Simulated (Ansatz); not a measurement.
Planning a GW calculation on Si3N4 (P6_3/m).

Symmetry: P6_3/m, No. 176, hexagonal system. Conventional cell: a = 7.604 Å, b = 7.604 Å, c = 2.906 Å, α = 90.00°, β = 90.00°, γ = 120.00°. Nearest to Si lie 4 N at 1.73 to 1.74 Å. N has 3 Si at 1.74 Å nearest. N has 3 Si at 1.73 Å nearest. Farther neighbours and most contacts between anions are not listed.

```cif
data_structure
_symmetry_space_group_name_H-M 'P 1'
_symmetry_Int_Tables_number 1
_cell_length_a 7.6044
_cell_length_b 7.6044
_cell_length_c 2.9063
_cell_angle_alpha 90.000
_cell_angle_beta 90.000
_cell_angle_gamma 120.000
_cell_volume 145.55
loop_
_atom_site_label
_atom_site_type_symbol
_atom_site_fract_x
_atom_site_fract_y
_atom_site_fract_z
_atom_site_occupancy
Si1 Si 0.76848 0.17456 0.25000 1
Si2 Si 0.59392 0.76848 0.75000 1
Si3 Si 0.82544 0.59392 0.25000 1
Si4 Si 0.23152 0.82544 0.75000 1
Si5 Si 0.40608 0.23152 0.25000 1
Si6 Si 0.17456 0.40608 0.75000 1
N7 N 0.03050 0.33024 0.25000 1
N8 N 0.70026 0.03050 0.75000 1
N9 N 0.66976 0.70026 0.25000 1
N10 N 0.96950 0.66976 0.75000 1
N11 N 0.29974 0.96950 0.25000 1
N12 N 0.33024 0.29974 0.75000 1
N13 N 0.66667 0.33333 0.25000 1
N14 N 0.33333 0.66667 0.75000 1
```

The cell and positions come from the Crystallography Open Database and are kept as given unless a step says otherwise.

Runs so far (Ansatz 0.2.0, start PBE, PAW set soft_1 files, 3×3×4 mesh). Times are wall times on 1 × NVIDIA H100 80GB HBM3 (shared by 6 runs) with 3 threads of AMD EPYC 7R13 (Zen 3), shared host, good to a factor of about two.

| bands summed | cutoff (eV) | gap on the mesh (eV) | time |
| --- | --- | --- | --- |
| 148 | 50 | 5.858 | 11 s |
| 362 | 100 | 5.982 | 17 s |
| 639 | 150 | 6.129 | 31 s |

Q: What should the next rung give, with 1110 bands and screening to 220 eV, and where is the limit?

The error falls about as one over the bands when the cutoff rises with them. A line through the two highest rungs given predicts 6.210 eV; the run gave 6.237 eV, close to it. The two highest rungs put the limit near 6.384 eV, the pair below near 6.321 eV; their difference is a rough measure of what is unsettled in bands and cutoff; the mesh is a separate error.

The 3×3×4 mesh misses a band edge: on 6×6×6 the PBE gap is 4.32 eV, so these values are not the fundamental gap, which lies some 0.07 eV lower. Limits: not at the basis limit; coarse k mesh.

[Paths, hosts, dates, memory and timing lines, banners, echoed tables and standing remarks are left out of the program output.]

[Logs are printed without paths, hosts, clocks, repeated set-up lines and the standing remarks that a program may print on its own settings, such as how far it seeks lower states.]

[Runs of the session that timed out or met a known fault of the program may be left out.]

[Cells called generated may have been cut or substituted from an entry of the Crystallography Open Database or the Materials Project.]

[Hosts, paths, dates, database ids (printed as entryN), source tags and the programs' standing remarks are cut or masked in the printed files.]
